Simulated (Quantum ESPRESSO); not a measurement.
# Li: valence-band photoemission, part 4 of 10

Wanted: projected DOS of Li, weighted into photoemission and X-ray emission spectra, at several levels of theory.

Quantum ESPRESSO 7.5; DFT, PBE, plane waves, ultrasoft GBRV pseudopotentials, scalar-relativistic (the session's first sound run).

So far. Step 2 (The base run: self-consistent run): The run ends at a pressure of -0.81 GPa. Step 4 (Projected DOS and spectra): At the Fermi level the DOS is 0.44 states/eV a cell, and on the broadened curves Li 2p holds 90 % of the total there.

## 5. The base run: bands

The bands are solved at chosen points on the fixed potential.

Input file bands.in:

```
&control
  calculation = 'bands'
  prefix = 'pes'
  outdir = './tmp'
  pseudo_dir = './pp'
  verbosity = 'high'
/
&system
  ibrav = 0
  nat = 1
  ntyp = 1
  ecutwfc = 40.0
  ecutrho = 200.0
  occupations = 'smearing'
  nbnd = 10
  smearing = 'fd'
  degauss = 0.00367
/
&electrons
  conv_thr = 6e-09
  mixing_beta = 0.5
  electron_maxstep = 120
  diago_full_acc = .true.
/
ATOMIC_SPECIES
Li 6.9400 li_pbe_v1.4.uspp.F.UPF
CELL_PARAMETERS angstrom
 -1.754650000 1.754650000 1.754650000
 1.754650000 -1.754650000 1.754650000
 1.754650000 1.754650000 -1.754650000
ATOMIC_POSITIONS crystal
Li 0.000000000 0.000000000 0.000000000
K_POINTS crystal
92
 0.00000000 0.00000000 0.00000000 1
 0.03333333 -0.03333333 0.03333333 1
 0.06666667 -0.06666667 0.06666667 1
 0.10000000 -0.10000000 0.10000000 1
 0.13333333 -0.13333333 0.13333333 1
 0.16666667 -0.16666667 0.16666667 1
 ! [... 84 more points ...]
 0.01666667 0.01666667 0.48333333 1
 0.00000000 0.00000000 0.50000000 1
```

The run is started by

```console
$ OMP_NUM_THREADS=1 mpirun -n 4 pw.x -nk 4 -in bands.in > bands.out
```

Output:

```text
[banner, memory and clock lines left out]
Program PWSCF v.7.5 starts

          URL

     Atomic positions and unit cell read from directory:
     ./tmp/pes.save/

     Message from routine setup:
     using ibrav=0 with symmetry is DISCOURAGED, use correct ibrav instead

     G-vector sticks info

     bravais-lattice index     =            0
     lattice parameter (alat)  =       5.7431  a.u.
     unit-cell volume          =     145.8237 (a.u.)^3
     number of atoms/cell      =            1
     number of atomic types    =            1
     number of electrons       =         3.00
     number of Kohn-Sham states=           10
     kinetic-energy cutoff     =      40.0000  Ry
     charge density cutoff     =     200.0000  Ry
     Exchange-correlation=  SLA  PW   PBX  PBC
                           (   1   4   3   4   0   0   0)

     celldm(1)=   5.743148  celldm(2)=   0.000000  celldm(3)=   0.000000
     celldm(4)=   0.000000  celldm(5)=   0.000000  celldm(6)=   0.000000

     crystal axes: (cart. coord. in units of alat)
               a(1) = (  -0.577350   0.577350   0.577350 )
               a(2) = (   0.577350  -0.577350   0.577350 )
               a(3) = (   0.577350   0.577350  -0.577350 )

     reciprocal axes: (cart. coord. in units 2 pi/alat)
               b(1) = ( -0.000000  0.866025  0.866025 )
               b(2) = (  0.866025 -0.000000  0.866025 )
               b(3) = (  0.866025  0.866025  0.000000 )

     PseudoPot. # 1 for Li read from file:
     ./pp/li_pbe_v1.4.uspp.F.UPF
     Pseudo is Ultrasoft, Zval =  3.0
     Generated by new atomic code, or converted to UPF format
     Using radial grid of  751 points,  5 beta functions with:
                l(1) =   0
                l(2) =   0
                l(3) =   0
                l(4) =   1
                l(5) =   1
     Q(r) pseudized with 10 coefficients,  rinner =    1.150   1.150   1.150

     atomic species   valence    mass     pseudopotential
     Li                3.00     6.94000     Li( 1.00)

     48 Sym. Ops., with inversion, found

                                    s                        frac. trans.

      isym =  1     identity

 cryst.   s( 1) = (     1          0          0      )
                  (     0          1          0      )
                  (     0          0          1      )

 cart.    s( 1) = (  1.0000000  0.0000000  0.0000000 )
                  (  0.0000000  1.0000000 -0.0000000 )
                  ( -0.0000000 -0.0000000  1.0000000 )

      isym =  2     180 deg rotation - cart. axis [0,0,1]

 cryst.   s( 2) = (     0          1          0      )
                  (     1          0          0      )
                  (    -1         -1         -1      )

 cart.    s( 2) = ( -1.0000000 -0.0000000  0.0000000 )
                  ( -0.0000000 -1.0000000 -0.0000000 )
                  (  0.0000000  0.0000000  1.0000000 )

      isym =  3     180 deg rotation - cart. axis [0,1,0]

 cryst.   s( 3) = (     0          0          1      )
                  (    -1         -1         -1      )
                  (     1          0          0      )

 cart.    s( 3) = ( -1.0000000  0.0000000 -0.0000000 )
                  ( -0.0000000  1.0000000  0.0000000 )
                  (  0.0000000 -0.0000000 -1.0000000 )

      isym =  4     180 deg rotation - cart. axis [1,0,0]

 cryst.   s( 4) = (    -1         -1         -1      )
                  (     0          0          1      )
                  (     0          1          0      )

 cart.    s( 4) = (  1.0000000 -0.0000000 -0.0000000 )
                  (  0.0000000 -1.0000000  0.0000000 )
                  ( -0.0000000  0.0000000 -1.0000000 )

      isym =  5     180 deg rotation - cart. axis [1,1,0]

 cryst.   s( 5) = (    -1          0          0      )
[...]
cart.    s( 5) = (  0.0000000  1.0000000 -0.0000000 )
[...]
isym =  6     180 deg rotation - cart. axis [1,-1,0]

 cryst.   s( 6) = (     0         -1          0      )
[...]
cart.    s( 6) = ( -0.0000000 -1.0000000 -0.0000000 )
[...]
isym =  7      90 deg rotation - cart. axis [0,0,-1]

 cryst.   s( 7) = (     1          1          1      )
[...]
cart.    s( 7) = ( -0.0000000  1.0000000  0.0000000 )
[...]
isym =  8      90 deg rotation - cart. axis [0,0,1]

 cryst.   s( 8) = (     0          0         -1      )
[...]
cart.    s( 8) = (  0.0000000 -1.0000000  0.0000000 )
[...]
isym =  9     180 deg rotation - cart. axis [1,0,1]

 cryst.   s( 9) = (    -1          0          0      )
[...]
cart.    s( 9) = (  0.0000000 -0.0000000  1.0000000 )
[...]
isym = 10     180 deg rotation - cart. axis [-1,0,1]

 cryst.   s(10) = (     0          0         -1      )
[...]
cart.    s(10) = (  0.0000000 -0.0000000 -1.0000000 )
[...]
isym = 11      90 deg rotation - cart. axis [0,1,0]

 cryst.   s(11) = (     1          1          1      )
[...]
cart.    s(11) = ( -0.0000000  0.0000000  1.0000000 )
[...]
isym = 12      90 deg rotation - cart. axis [0,-1,0]

 cryst.   s(12) = (     0         -1          0      )
[...]
cart.    s(12) = (  0.0000000  0.0000000 -1.0000000 )
[...]
isym = 13     180 deg rotation - cart. axis [0,1,1]

 cryst.   s(13) = (     1          1          1      )
[...]
cart.    s(13) = ( -1.0000000  0.0000000  0.0000000 )
[...]
isym = 14     180 deg rotation - cart. axis [0,1,-1]

 cryst.   s(14) = (    -1          0          0      )
[...]
cart.    s(14) = ( -1.0000000  0.0000000 -0.0000000 )
[...]
isym = 15      90 deg rotation - cart. axis [-1,0,0]

 cryst.   s(15) = (     0         -1          0      )
[...]
cart.    s(15) = (  1.0000000 -0.0000000  0.0000000 )
[...]
isym = 16      90 deg rotation - cart. axis [1,0,0]

 cryst.   s(16) = (     0          0         -1      )
[...]
cart.    s(16) = (  1.0000000  0.0000000 -0.0000000 )
[...]
isym = 17     120 deg rotation - cart. axis [-1,-1,-1]

 cryst.   s(17) = (     0          0          1      )
[...]
cart.    s(17) = ( -0.0000000  1.0000000  0.0000000 )
[...]
isym = 18     120 deg rotation - cart. axis [-1,1,1]

 cryst.   s(18) = (     1          0          0      )
[...]
Dense  grid:     6963 G-vectors     FFT dimensions: (  25,  25,  25)

     Smooth grid:     5017 G-vectors     FFT dimensions: (  24,  24,  24)

     Dynamical RAM for                 wfc:       0.10 MB

     Dynamical RAM for     wfc (w. buffer):       0.10 MB

     Dynamical RAM for           str. fact:       0.11 MB

     Dynamical RAM for           local pot:       0.00 MB

     Dynamical RAM for          nlocal pot:       0.09 MB

     Dynamical RAM for                qrad:       0.49 MB

     Dynamical RAM for          rho,v,vnew:       0.68 MB

     Dynamical RAM for           G-vectors:       0.44 MB

     Dynamical RAM for          h,s,v(r/c):       0.02 MB

     Dynamical RAM for          <psi|beta>:       0.00 MB

     Dynamical RAM for                 psi:       0.19 MB

     Dynamical RAM for                hpsi:       0.19 MB

     Dynamical RAM for                spsi:       0.19 MB

     Dynamical RAM for      wfcinit/wfcrot:       0.19 MB

     Dynamical RAM for           addusdens:       1.49 MB

     The potential is recalculated from file :
     ./tmp/pes.save/charge-density

     Starting wfcs are    5 randomized atomic wfcs +    5 random wfcs

     Band Structure Calculation
     Davidson diagonalization with overlap

     Computing kpt #:     1  of    23 on this pool

     Computing kpt #:     2  of    23 on this pool

     Computing kpt #:     3  of    23 on this pool

     Computing kpt #:     4  of    23 on this pool

     Computing kpt #:     5  of    23 on this pool

     Computing kpt #:     6  of    23 on this pool

     Computing kpt #:     7  of    23 on this pool

     Computing kpt #:     8  of    23 on this pool

     Computing kpt #:     9  of    23 on this pool

     Computing kpt #:    10  of    23 on this pool

     Computing kpt #:    11  of    23 on this pool

     Computing kpt #:    12  of    23 on this pool

     Computing kpt #:    13  of    23 on this pool

     Computing kpt #:    14  of    23 on this pool

     Computing kpt #:    15  of    23 on this pool

     Computing kpt #:    16  of    23 on this pool

     Computing kpt #:    17  of    23 on this pool

     Computing kpt #:    18  of    23 on this pool

     Computing kpt #:    19  of    23 on this pool

     Computing kpt #:    20  of    23 on this pool

     Computing kpt #:    21  of    23 on this pool

     Computing kpt #:    22  of    23 on this pool

     Computing kpt #:    23  of    23 on this pool

     ethr =  2.00E-10,  avg # of iterations = 32.0

     End of band structure calculation

          k = 0.0000 0.0000 0.0000 (   627 PWs)   bands (ev):

   -45.8769  -2.7401  14.7001  14.7001  14.7001  19.3532  19.3532  19.3532
    20.2895  20.2895

          k =-0.0000 0.0577-0.0000 (   623 PWs)   bands (ev):

   -45.8765  -2.6989  14.4770  14.4770  14.5972  18.8686  18.9445  18.9445
    19.4074  20.4987

          k =-0.0000 0.1155-0.0000 (   631 PWs)   bands (ev):

   -45.8756  -2.5753  13.8592  13.8592  14.3329  17.4084  18.5962  18.5962
    19.5699  21.0780

          k =-0.0000 0.1732-0.0000 (   623 PWs)   bands (ev):

   -45.8741  -2.3687  12.9939  12.9939  13.9939  16.0540  18.5645  18.5645
    19.8407  21.9270

          k =-0.0000 0.2309 0.0000 (   623 PWs)   bands (ev):

   -45.8720  -2.0784  12.0339  12.0339  13.6503  14.8073  18.7738  18.7738
    20.2198  22.9437

          k =-0.0000 0.2887-0.0000 (   615 PWs)   bands (ev):

   -45.8697  -1.7033  11.0734  11.0734  13.3421  13.6687  19.1595  19.1595
    20.7072  23.9700

          k =-0.0000 0.3464-0.0000 (   611 PWs)   bands (ev):

   -45.8671  -1.2421  10.1608  10.1608  12.6384  13.0878  19.6872  19.6872
    21.3029  23.6854

          k = 0.0000 0.4041 0.0000 (   619 PWs)   bands (ev):

   -45.8644  -0.6935   9.3206   9.3206  11.7165  12.8912  20.3400  20.3400
    21.8140  22.0067

          k =-0.0000 0.4619-0.0000 (   615 PWs)   bands (ev):

   -45.8617  -0.0564   8.5658   8.5658  10.9030  12.7439  19.8416  21.1084
    21.1084  22.8187

          k =-0.0000 0.5196-0.0000 (   627 PWs)   bands (ev):

   -45.8592   0.6701   7.9039   7.9039  10.1979  12.6223  17.9379  21.9864
    21.9864  23.7387

          k = 0.0000 0.5774 0.0000 (   623 PWs)   bands (ev):

   -45.8570   1.4860   7.3392   7.3392   9.6013  12.4695  16.1874  22.9688
    22.9688  24.7666

          k = 0.0000 0.6351 0.0000 (   630 PWs)   bands (ev):

   -45.8551   2.3897   6.8747   6.8747   9.1132  12.1306  14.7510  24.0491
    24.0491  25.9020

          k =-0.0000 0.6928-0.0000 (   638 PWs)   bands (ev):

   -45.8536   3.3747   6.5119   6.5119   8.7335  11.3238  13.9110  25.2157
    25.2157  27.1442

          k =-0.0000 0.7506 0.0000 (   642 PWs)   bands (ev):

   -45.8524   4.4217   6.2521   6.2521   8.4623  10.1193  13.6069  26.4400
    26.4400  28.3863

          k =-0.0000 0.8083 0.0000 (   630 PWs)   bands (ev):

   -45.8518   5.4538   6.0960   6.0960   8.2996   8.9057  13.5166  27.6188
    27.6188  28.2948

          k = 0.0000 0.8660 0.0000 (   610 PWs)   bands (ev):

   -45.8515   6.0439   6.0439   6.0439   8.2453   8.2453  13.4972  28.2605
    28.2605  28.2605

          k = 0.0289 0.8372 0.0000 (   620 PWs)   bands (ev):

[...]
k = 0.0577 0.8083 0.0000 (   628 PWs)   bands (ev):

[...]
k = 0.0866 0.7794-0.0000 (   634 PWs)   bands (ev):

[...]
k = 0.1155 0.7506 0.0000 (   636 PWs)   bands (ev):

[...]
k = 0.1443 0.7217 0.0000 (   636 PWs)   bands (ev):

[...]
k = 0.1732 0.6928-0.0000 (   634 PWs)   bands (ev):

[...]
k = 0.2021 0.6640-0.0000 (   628 PWs)   bands (ev):

[...]
k = 0.2309 0.6351 0.0000 (   624 PWs)   bands (ev):

[...]
k = 0.2598 0.6062-0.0000 (   628 PWs)   bands (ev):

[...]
k = 0.2887 0.5774-0.0000 (   636 PWs)   bands (ev):

[...]
k = 0.3175 0.5485 0.0000 (   624 PWs)   bands (ev):

[...]
k = 0.3464 0.5196-0.0000 (   624 PWs)   bands (ev):

[...]
k = 0.3753 0.4907-0.0000 (   620 PWs)   bands (ev):

[...]
k = 0.4041 0.4619-0.0000 (   624 PWs)   bands (ev):

[...]
k = 0.4330 0.4330 0.0000 (   630 PWs)   bands (ev):

[...]
k = 0.4041 0.4041 0.0000 (   622 PWs)   bands (ev):

[...]
k = 0.3753 0.3753 0.0000 (   630 PWs)   bands (ev):

[...]
k = 0.3464 0.3464 0.0000 (   622 PWs)   bands (ev):

[...]
k = 0.3175 0.3175 0.0000 (   628 PWs)   bands (ev):

[...]
k = 0.4330 0.4330 0.2021 (   624 PWs)   bands (ev):

   -45.8614   1.6629   3.8782   8.0280   9.5746  18.7627  19.5601  23.4432
    24.7126  26.4208

          k = 0.4330 0.4330 0.1732 (   624 PWs)   bands (ev):

   -45.8615   1.4889   3.8557   8.6394   9.7868  17.9564  18.9889  23.1368
    24.6847  26.2542

          k = 0.4330 0.4330 0.1443 (   628 PWs)   bands (ev):

   -45.8616   1.3417   3.8353   9.2713  10.0002  17.1402  18.4657  22.8957
    24.6453  26.1123

          k = 0.4330 0.4330 0.1155 (   624 PWs)   bands (ev):

   -45.8617   1.2212   3.8176   9.9202  10.2044  16.3290  18.0046  22.7093
    24.6034  25.9956

          k = 0.4330 0.4330 0.0866 (   628 PWs)   bands (ev):

   -45.8618   1.1275   3.8033  10.3867  10.5785  15.5379  17.6205  22.5703
    24.5653  25.9046

          k = 0.4330 0.4330 0.0577 (   624 PWs)   bands (ev):

   -45.8619   1.0606   3.7928  10.5327  11.2274  14.7912  17.3295  22.4740
    24.5354  25.8394

          k = 0.4330 0.4330 0.0289 (   624 PWs)   bands (ev):

   -45.8619   1.0204   3.7863  10.6278  11.8048  14.1538  17.1470  22.4172
    24.5165  25.8003

          k = 0.4330 0.4330 0.0000 (   630 PWs)   bands (ev):

   -45.8619   1.0070   3.7842  10.6609  12.0866  13.8519  17.0847  22.3984
    24.5100  25.7872

     XML data file, pseudopotentials, collected wavefunctions

                                        0.00s GPU  (     713 calls)
```

Wall time 3 s (4 MPI ranks of Intel Xeon 6975P-C (Granite Rapids), shared host).

The electronic bands at the labelled points (eV, zero at the Fermi level; # counts the bands kept):

| point | #1 | #2 | #3 |
| --- | --- | --- | --- |
| Γ | -3.48 | 13.96 | 13.96 |
| 0.47 of the way | -1.43 | 8.58 | 8.58 |
| H | 5.31 | 5.31 | 5.31 |
| 0.53 of the way | 1.56 | 3.59 | 6.95 |
| N | 0.27 | 3.05 | 9.92 |
| 0.47 of the way | -2.16 | 7.83 | 11.12 |
| Γ | -3.48 | 13.96 | 13.96 |
| 0.47 of the way | -1.96 | 8.91 | 8.91 |
| P | 3.28 | 3.28 | 3.28 |
| 0.53 of the way | 2.61 | 2.61 | 5.73 |
| H | 5.31 | 5.31 | 5.31 |
| jump to P | 3.28 | 3.28 | 3.28 |
| 0.47 of the way | 1.13 | 3.17 | 6.70 |
| N | 0.27 | 3.05 | 9.92 |

The electronic bands as a text plot (rows in eV, shown from -3.5 to 3.3 only):

```
    3.1 |                  ***                  *      *   ******
    2.9 |                                        *    *    *
    2.6 |         *                            *  *
    2.3 |               *                          ***
    2.0 |                                                   *
    1.7 |        *
    1.4 |                *                                   *
    1.2 |
    0.9 |                 *                   *               *
    0.6 |                  *                                   *
    0.3 |                   **               *                  *
    0.0 |       *
   -0.2 |                     *
   -0.5 |                      *
   -0.8 |      *
   -1.1 |                                   *
   -1.4 |     *                 *          *
   -1.6 |
   -1.9 |    *
   -2.2 |                        *
   -2.5 |                                 *
   -2.8 |   *                     *      *
   -3.1 |  *                       *
   -3.3 |**                         *****
         Γ           H       N        Γ         P        H|P    N
```

Of the bands kept, 1 crosses the Fermi level on this path.

(Continued in part 5 of 10.)

[Logs are printed without paths, hosts, clocks, repeated set-up lines and the standing remarks that a program may print on its own settings, such as how far it seeks lower states.]

[Hosts, paths, dates, database ids (printed as entryN), source tags and the programs' standing remarks are cut or masked in the printed files.]

[Maps of the electrostatic potential energy from Ansatz leave out the sawtooth potential of an applied field or a dipole correction, so their vacuum need not be flat; work functions include it.]

[Peak lists hold at most the 14 tallest peaks of each spectrum; further lines can be left out.]
